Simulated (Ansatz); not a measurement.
# SnO2 (P4_2/mnm):N_O, thermodynamic levels from a 72-atom cell

Wanted: the transition levels of a substitutional impurity in SnO2 (P4_2/mnm), from a cell of 72 host atoms with 1 O taken out and 1 N put in.

Program: Ansatz 0.2.0. Level of theory: place-levels on r2SCAN runs: charge-transition levels and formation energies with image-charge correction and potential alignment at the atomic sites; PAW set soft_1. Results are calculated unless marked as measured.

The experiments to compare with:

“Study on the Photocatalytic Properties of Flower-Shaped SnO2” (2022, pmc:9565917) quotes from earlier work for SnO2, rutile (bulk crystal): band gap (experimental gap quoted from earlier work) 3.6 eV [literature value quoted in passing in the paper's theory part; sample, method and …].

Most raw output is cut from this account.

### 1. Set-up

The cell holds 72 atoms: 24 Sn, 47 O and 1 N. Its edges and angles: a = 9.516 Å, b = 9.516 Å, c = 9.602 Å, α = 90.0°, β = 90.0°, γ = 90.0°. It derives from SnO2 (space group P4_2/mnm). Nearest the centre at fractional (0.403, 0.597, 0.500): N28 at 0.00 Å, Sn25 at 2.06 Å, Sn62 at 2.07 Å, Sn68 at 2.07 Å, O45 at 2.61 Å, O65 at 2.92 Å, O71 at 2.92 Å, O30 at 2.92 Å.

The host's dielectric constants go in as inputs: (4.60, 4.60, 4.91) for the electrons alone, (13.48, 13.48, 10.42) with the ions, from a response run on this crystal (DFPT, PBEsol) at that run's own cell.

The cell's shortest repeat is 9.5 Å.

### 2. What was run first

A transition level is the Fermi level at which two charge states cost the same, so each charge needs its own total energy, at its own relaxed structure.

Random displacements of about 0.05 Å break the site symmetry at the start, so that the relaxation can reach a distorted minimum if there is one. Forces are taken at one point at (¼, ¼, ¼). The cell holds 1 electron more than the neutral one, with a uniform background that keeps it neutral on the whole.

The sampling was tested on the host first: at the k-points planned (1x1x1 shifted 0.25 0.25 0.25) its energy lies 0.000 eV an atom from the dense-mesh value, under the bound of 0.02 eV set for this test; that bounds the host's error, not the defect's.

One of the inputs; charge, spin and start change from state to state.

Input file qm1.relax/input.yaml:

```yaml
crystal:
  lattice:
    - [9.51550307, 0.0, 0.0]
    - [0.0, 9.51550307, 0.0]
    - [0.0, 0.0, 9.60204439]
  atoms:
    - { symbol: Sn, position: [0.25, 0.25, 0.16666667] }
    - { symbol: Sn, position: [0.0, 0.0, 0.0] }
    - { symbol: O, position: [0.09702862, 0.40297138, 0.16666667] }
    - { symbol: O, position: [0.40297138, 0.09702862, 0.16666667] }
    - { symbol: O, position: [0.15297138, 0.15297138, 0.0] }
    - { symbol: O, position: [0.34702862, 0.34702862, 0.0] }
    - { symbol: Sn, position: [0.25, 0.25, 0.5] }
    - { symbol: Sn, position: [0.0, 0.0, 0.33333333] }
    - { symbol: O, position: [0.09702862, 0.40297138, 0.5] }
    - { symbol: O, position: [0.40297138, 0.09702862, 0.5] }
    - { symbol: O, position: [0.15297138, 0.15297138, 0.33333333] }
    - { symbol: O, position: [0.34702862, 0.34702862, 0.33333333] }
    - { symbol: Sn, position: [0.25, 0.25, 0.83333333] }
    - { symbol: Sn, position: [0.0, 0.0, 0.66666667] }
    - { symbol: O, position: [0.09702862, 0.40297138, 0.83333333] }
    - { symbol: O, position: [0.40297138, 0.09702862, 0.83333333] }
    - { symbol: O, position: [0.15297138, 0.15297138, 0.66666667] }
    - { symbol: O, position: [0.34702862, 0.34702862, 0.66666667] }
    - { symbol: Sn, position: [0.25, 0.75, 0.16666667] }
    - { symbol: Sn, position: [0.0, 0.5, 0.0] }
    - { symbol: O, position: [0.09702862, 0.90297138, 0.16666667] }
    - { symbol: O, position: [0.40297138, 0.59702862, 0.16666667] }
    - { symbol: O, position: [0.15297138, 0.65297138, 0.0] }
    - { symbol: O, position: [0.34702862, 0.84702862, 0.0] }
    - { symbol: Sn, position: [0.25, 0.75, 0.5] }
    - { symbol: Sn, position: [0.0, 0.5, 0.33333333] }
    - { symbol: O, position: [0.09702862, 0.90297138, 0.5] }
    - { symbol: "N", position: [0.40297138, 0.59702862, 0.5] }
    - { symbol: O, position: [0.15297138, 0.65297138, 0.33333333] }
    - { symbol: O, position: [0.34702862, 0.84702862, 0.33333333] }
    - { symbol: Sn, position: [0.25, 0.75, 0.83333333] }
    - { symbol: Sn, position: [0.0, 0.5, 0.66666667] }
    - { symbol: O, position: [0.09702862, 0.90297138, 0.83333333] }
    - { symbol: O, position: [0.40297138, 0.59702862, 0.83333333] }
    - { symbol: O, position: [0.15297138, 0.65297138, 0.66666667] }
    - { symbol: O, position: [0.34702862, 0.84702862, 0.66666667] }
    - { symbol: Sn, position: [0.75, 0.25, 0.16666667] }
    - { symbol: Sn, position: [0.5, 0.0, 0.0] }
    - { symbol: O, position: [0.59702862, 0.40297138, 0.16666667] }
    - { symbol: O, position: [0.90297138, 0.09702862, 0.16666667] }
    - { symbol: O, position: [0.65297138, 0.15297138, 0.0] }
    - { symbol: O, position: [0.84702862, 0.34702862, 0.0] }
    - { symbol: Sn, position: [0.75, 0.25, 0.5] }
    - { symbol: Sn, position: [0.5, 0.0, 0.33333333] }
    - { symbol: O, position: [0.59702862, 0.40297138, 0.5] }
    - { symbol: O, position: [0.90297138, 0.09702862, 0.5] }
    - { symbol: O, position: [0.65297138, 0.15297138, 0.33333333] }
[... 1 line left out ...]
    - { symbol: Sn, position: [0.75, 0.25, 0.83333333] }
    - { symbol: Sn, position: [0.5, 0.0, 0.66666667] }
[... 4 lines left out ...]
    - { symbol: Sn, position: [0.75, 0.75, 0.16666667] }
    - { symbol: Sn, position: [0.5, 0.5, 0.0] }
[... 4 lines left out ...]
    - { symbol: Sn, position: [0.75, 0.75, 0.5] }
    - { symbol: Sn, position: [0.5, 0.5, 0.33333333] }
[... 4 lines left out ...]
    - { symbol: Sn, position: [0.75, 0.75, 0.83333333] }
    - { symbol: Sn, position: [0.5, 0.5, 0.66666667] }
    - { symbol: O, position: [0.59702862, 0.90297138, 0.83333333] }
    - { symbol: O, position: [0.90297138, 0.59702862, 0.83333333] }
    - { symbol: O, position: [0.65297138, 0.65297138, 0.66666667] }
    - { symbol: O, position: [0.84702862, 0.84702862, 0.66666667] }
  host:
    repeats: [2, 2, 3]
    atoms:
      - { symbol: Sn, position: [0.5, 0.5, 0.5] }
      - { symbol: Sn, position: [0.0, 0.0, 0.0] }
      - { symbol: O, position: [0.19405723, 0.80594277, 0.5] }
      - { symbol: O, position: [0.80594277, 0.19405723, 0.5] }
      - { symbol: O, position: [0.30594277, 0.30594277, 0.0] }
      - { symbol: O, position: [0.69405723, 0.69405723, 0.0] }
total_charge: -1
basis:
  ecutwfc: 500
  xc_grid: 2
hamiltonian:
  xc: r2scan
  pseudopotentials: { kind: paw, azcp: { folder: soft_1 } }
kpoints:
  mp_grid: { grid: [1, 1, 1], shift: [0.25, 0.25, 0.25] }
scf:
  occupations: { method: fixed }
  max_iter: 100
output:
  forces: true
  charged_corrections:
    epsilon: [4.6, 4.6, 4.91]
    static_epsilon: [13.48, 13.48, 10.42]
    defect_position: [0.402971, 0.597029, 0.5]
relax:
  f_tol: 0.02
  max_steps: 80
  random_displacement: { amplitude: 0.05, seed: 7933 }
checkpoint:
  write: "../qm1.relax.run"
  compress: false
  write_wavefunctions: true
  write_every: 100000
```

The run is started by

```
$ ansatz run input.yaml --threads 4 --pin off --max-ram 15073MiB --backend cpu --events-out ev --progress --plain --runs-dir out
```

The relaxed structure is kept and the sampling changed to a 2×2×2 shifted mesh.

The run of this state that the levels use, under r2SCAN:

Input file qm1.point/input.yaml:

```yaml
crystal:
  checkpoint: "../qm1.relax.run"
  host: checkpoint
total_charge: -1
basis:
  ecutwfc: 500
  xc_grid: 2
hamiltonian:
  xc: r2scan
  pseudopotentials: { kind: paw, azcp: { folder: soft_1 } }
kpoints:
  mp_grid: { grid: [2, 2, 2], shift: [0.5, 0.5, 0.5] }
scf:
  occupations: { method: fermi_dirac, width: 0.01 }
  max_iter: 100
output:
  forces: true
  eigenvalues: true
  charged_corrections:
    epsilon: [4.6, 4.6, 4.91]
    static_epsilon: [13.48, 13.48, 10.42]
    defect_position: [0.402971, 0.597029, 0.5]
  eigenstates: { localisation: true }
  populations: true
  band_densities: [{ bands: [v1, v1] }, { bands: [c1, c1] }]
  write_density: true
  write_potential: true
  volumetric_format: npy
checkpoint:
  read: "../qm1.relax.run"
  write: "../qm1.point.run"
  compress: false
  write_wavefunctions: false
  write_every: 100000
```

Relaxations under r2SCAN at one point at (¼, ¼, ¼); times on 4 threads of Arm Neoverse V1, shared host:

```csv
charge,moment (μB),occupations,outcome,steps,largest displacement against the far atoms (Å),time
−1,0,fixed,converged,4,0.07,2.5 min
0,1,fixed,converged,5,0.06,5.8 min
```

Single points under r2SCAN at a 2×2×2 shifted mesh; times on 4 threads of Arm Neoverse V1, shared host:

```csv
charge,moment (μB),occupations,outcome,time
−1,0,fermi-dirac,converged,2.9 min
0,1,fermi-dirac,converged,6.2 min
```

Distances (Å) from N28 to the nearest atoms after relaxation with r2SCAN:

```csv
charge,moment (μB),1.,2.,3.,4.,5.,6.
−1,0,Sn 2.00,Sn 2.02,Sn 2.02,O 2.67,O 2.96,O 2.97
0,1,Sn 2.09,Sn 2.11,Sn 2.11,O 2.66,O 2.93,O 2.93
```

### 3. Placing the levels, r2SCAN

A charged cell interacts with its images and the background, and its potential has another zero than the host's. place-levels removes the first by a point-charge model, screened by the static dielectric constant since the ions have relaxed around the charge, and the second by comparing potentials at atoms far from the defect.

The host is a run of the defect-free crystal in the same cutoffs, grids and k-points, so that basis and sampling errors cancel in part in the differences. The host is run in a cell of 6 atoms on a matching mesh. Its band edges are searched through the zone by a band path, so the gap is smaller than, or equal to, that on the mesh. Chemical potentials are energies per atom of O (O2 molecule) and N (N2 molecule), run with the same functional and cutoff.

Input file levels.point.yaml:

```yaml
host:
  run: host.point.run
states: [qm1.point.run, q0_M1.point.run]
geometry_from:
  qm1.point.run: qm1.relax.run
  q0_M1.point.run: q0_M1.relax.run
  host.point.run: host.relax.run
chemical_potentials:
  O:
    energy: -565.989614
    dataset: <sha256 of the dataset>
  "N":
    energy: -384.814403
    dataset: "<sha256 of the dataset>"
epsilon: [4.6, 4.6, 4.91]
static_epsilon: [13.48, 13.48, 10.42]
vertical:
  - { from: qm1.point.run, to: qm1.point_neutral.run }
```

The run is started by

```
$ ansatz place-levels levels.point.yaml -- --threads 4 --pin off --max-ram 15073MiB
```

It took 0.23 s on 4 threads of Arm Neoverse V1, shared host.

Levels between the charges placed, in eV above the valence top:

```csv
,gap (eV),(0/−1)
r2SCAN,1.80,1.62
```

Corrections by state:

```csv
charge,moment (μB),image terms and alignment (eV),band filling (eV),ε used,"over the lowest of its charge, as the program ranks them, band filling apart (eV)"
0,1.0,0.000,-,-,0.000
−1,0.0,0.146,-,"principal values (10.42, 13.48, 13.48)",0.000
```

The charged structures listed were also run neutral, and place-levels reads from each pair, by the potential or the spins, how wide the charge is by which they differ; that can be the carrier of either run.

```csv
charge,rms radius (Å),spread where it is widest against the cell (Å),wide from (Å),reading
−1,0.5,0.38,1.65,narrow
```

The neutral runs of these pairs need not share the spin of the lowest neutral state, and very wide values only mean spread over the cell.

From the program's caveats on the states, each cut to its opening words:

- charge 0 (1 μB): flagged: stability check not made
- charge −1: its displacements don't fall off away from the defect: farther atoms stand 0.015 Å off the host's places

The host's formation energy from the elements is -1.867 eV per atom; it sets how far the chemical potentials can move.

Limit set by the element alone; other compounds of these elements are not counted. Chemical potentials from the elements' reference states: O 0.00 eV, Sn -5.60 eV, N 0.00 eV. Formation energies (O-rich), with the Fermi level at the valence top and at the conduction bottom (gap 1.80 eV):

```csv
charge,at valence top (eV),at conduction bottom (eV),correction included (eV)
0,4.60,4.60,0.00
−1,6.22,4.42,0.15
```

(Fermi level (eV), lowest formation energy (eV)): (0.00, 4.60), (0.16, 4.60), (0.33, 4.60), (0.49, 4.60), (0.65, 4.60), (0.82, 4.60), (0.98, 4.60), (1.14, 4.60), (1.31, 4.60), (1.47, 4.60), (1.63, 4.58), (1.80, 4.42)

Limit set by the element alone; other compounds of these elements are not counted. Chemical potentials from the elements' reference states: Sn 0.00 eV, O -2.80 eV, N 0.00 eV. Formation energy by charge state (Sn-rich; gap 1.80 eV):

```csv
charge,at valence top (eV),at conduction bottom (eV),correction included (eV)
0,1.80,1.80,0.00
−1,3.42,1.62,0.15
```

Fermi level (eV), lowest formation energy (eV) and a bar from the least value:
```
     0.00       1.80 ##############################
     0.16       1.80 ##############################
     0.33       1.80 ##############################
     0.49       1.80 ##############################
     0.65       1.80 ##############################
     0.82       1.80 ##############################
     0.98       1.80 ##############################
     1.14       1.80 ##############################
     1.31       1.80 ##############################
     1.47       1.80 ##############################
     1.63       1.78 ############################
     1.80       1.62
```

### 4. Effect of the sampling

The relaxations' own energies give the levels at their sampling, for comparison.

Input file levels.relax_mesh.yaml:

```yaml
host:
  run: host.relax.run
states: [qm1.relax.run, q0_M1.relax.run]
chemical_potentials:
  O:
    energy: -565.989614
    dataset: <sha256 of the dataset>
  "N":
    energy: -384.814403
    dataset: "<sha256 of the dataset>"
```

The run is started by

```
$ ansatz place-levels levels.relax_mesh.yaml -- --threads 4 --pin off --max-ram 15073MiB
```

Run time: 0.09 s. Hardware: 4 threads.

Levels between neighbouring charges, in eV above the valence top:

```csv
,gap (eV),(0/−1)
"one point at (¼, ¼, ¼)",1.80,1.61
a 2×2×2 shifted mesh,1.80,1.62
```

Going from one point at (¼, ¼, ¼) to a 2×2×2 shifted mesh moves the levels that carry no band-filling term by up to 0.01 eV and formation energies against the elements by up to 0.00 eV.

### 5. Summary of results

- gap of the host: 1.80 eV (r2SCAN)
- level (0/minus 1): 1.62 eV above the valence top
- lowest of the charges placed, just above the valence top (0.02 eV): 0
- lowest of the charges placed, just below the conduction bottom (0.02 eV): −1
- lowest formation energy at mid-gap of the charges run, O-rich: 4.60 eV
- lowest formation energy at mid-gap of the charges run, Sn-rich: 1.80 eV

In words: Of the charges placed (−1 and 0), the lowest changes at 1.62 eV (0/−1) above the valence top, in a gap of 1.80 eV. Charges above 0 and below −1 were not placed, so these runs say nothing of levels that involve them. States placed: 0 at 1 μB; −1 at 0 μB. Other spin states or structures, where not listed, weren't placed. N is taken at its element; compounds, which aren't counted here, bound the chemical potentials and would shift these formation energies. Going from one point at (¼, ¼, ¼) to a 2×2×2 shifted mesh moves the levels that carry no band-filling term by up to 0.01 eV and formation energies against the elements by up to 0.00 eV. Keep in mind: r2SCAN makes the gap too small and tends to spread out bound carriers; where a gas molecule sets a chemical potential or the host's formation energy, its binding is uncorrected; spin–orbit coupling, which can matter with heavy atoms, is left out.

Calculation against experiment:

```
                             quantity  measured           r2SCAN
band gap (least gap of the host) (eV)       3.6  1.80 (-1.80 eV)
```

Measured values from pmc:9565917 (2022).

Verdict: The band gap is off by -1.80 eV. Local and semilocal functionals usually give gaps below the measured ones. Spin-orbit coupling, left out here, can change the gap with such heavy elements. Zero-point and thermal motion shift the measured gap.

[Logs are printed without paths, hosts, clocks, repeated set-up lines and the standing remarks that a program may print on its own settings, such as how far it seeks lower states.]

[Hosts, paths, dates, database ids (printed as entryN), source tags and the programs' standing remarks are cut or masked in the printed files.]

[Where a table of states has a column of steps, it counts the stored structures, which are thinned; the runs took as many ionic steps or more.]

[A defect's name tells the site on which it was built; relaxed atoms can leave that site.]

[For some hosts the program warned that the k-mesh of the response run may be too coarse for force constants and the static dielectric constant; such warnings are not shown here.]
